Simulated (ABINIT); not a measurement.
Records of electronic-structure calculations.

## How the form of the self-energy moves the gap of CaC2 (R-3m)

The structure is trigonal, space group R-3m (No. 166). The conventional cell has a = 3.889 Å, b = 3.889 Å, c = 11.862 Å, α = 90.00°, β = 90.00°, γ = 120.00°. Nearest to Ca lie 6 C at 2.62 Å. Nearest to C lie 1 C at 1.26 Å and 3 Ca at 2.62 Å. Farther neighbours, and contacts between anions beyond the nearest, are not listed.

```xyz
3
Lattice="1.9444 1.1226 3.9539 -1.9444 1.1226 3.9539 0.0000 -2.2452 3.9539" Properties=species:S:1:pos:R:3 pbc="T T T"
Ca    0.0000    0.0000    0.0000
C     0.0000    0.0000    6.5585
C     0.0000    0.0000    5.3032
```

```yaml
method: RPA screening on PBEsol, plane waves, norm-conserving pseudopotentials (and 3 further levels or steps)
program: ABINIT 10.8.3
settings: cutoff 37 Ha, PseudoDojo scalar-relativistic 0.4.1 standard, norm-conserving, ngkpt (4, 4, 4), nband 63, ecuteps 4.5 Ha, gwcalctyp 1, nfreqim 16, inclvkb 2, shiftk (0, 0, 0), symchi 1, awtr 1, frequency ac, 4×4×4 k-mesh
cost: 11 runs, 3 min in all on 4 MPI ranks of Intel Xeon Platinum 8488C (Sapphire Rapids), shared host
notes: The program’s warnings: nkpt*nsppol () is not a multiple of nproc spkpt (). The cell and positions are those that the Materials Project relaxed with its own functionals (PBE, PBE+U or r2SCAN), kept fixed.
g0w0_godby_needs_plasmon_pole: 4.587 eV
g0w0_hybertsen_louie_plasmon_pole: 4.762 eV
g0w0_von_der_linden_horsch_plasmon_pole: 4.699 eV
g0w0_engel_farid_plasmon_pole: 4.660 eV
one_shot_hartree_fock: 11.049 eV
g0w0_contour_deformation: 4.551 eV
g0w0_analytic_continuation: 4.523 eV
known_limits: short of the basis limit
```

G0W0, Hybertsen-Louie plasmon pole: +0.175 eV against G0W0, Godby-Needs plasmon pole. G0W0, von der Linden-Horsch plasmon pole: +0.112 eV against G0W0, Godby-Needs plasmon pole.

[Long decimals in the printed logs are rounded to 6 places.]

[Logs are printed without paths, hosts, clocks, repeated set-up lines and the standing remarks that a program may print on its own settings, such as how far it seeks lower states.]

[Paths, hosts, dates, memory and timing lines, banners, echoed tables and standing remarks are left out of the program output; an Ansatz launch command may be rebuilt from the run's recorded settings. Measured values are a selection of at most five: reports struck by readers or far from the other reports are left out. None is set beside runs whose start may be inverted or whose files or cutoffs have a known fault.]

[Runs of the session that timed out or met a known fault of the program may be left out.]

[Hosts, paths, dates, database ids (printed as entryN), source tags and the programs' standing remarks are cut or masked in the printed files.]

[G0W0 gaps are taken among the corrected bands and points alone; a level outside them can change the order at an edge.]

[Where Ansatz stands beside ABINIT at settings called matched, ABINIT's density can come from a denser mesh and the files from another edition; pairs whose starting gaps differed by over 0.03 eV were left out, so agreement reads better than it is.]
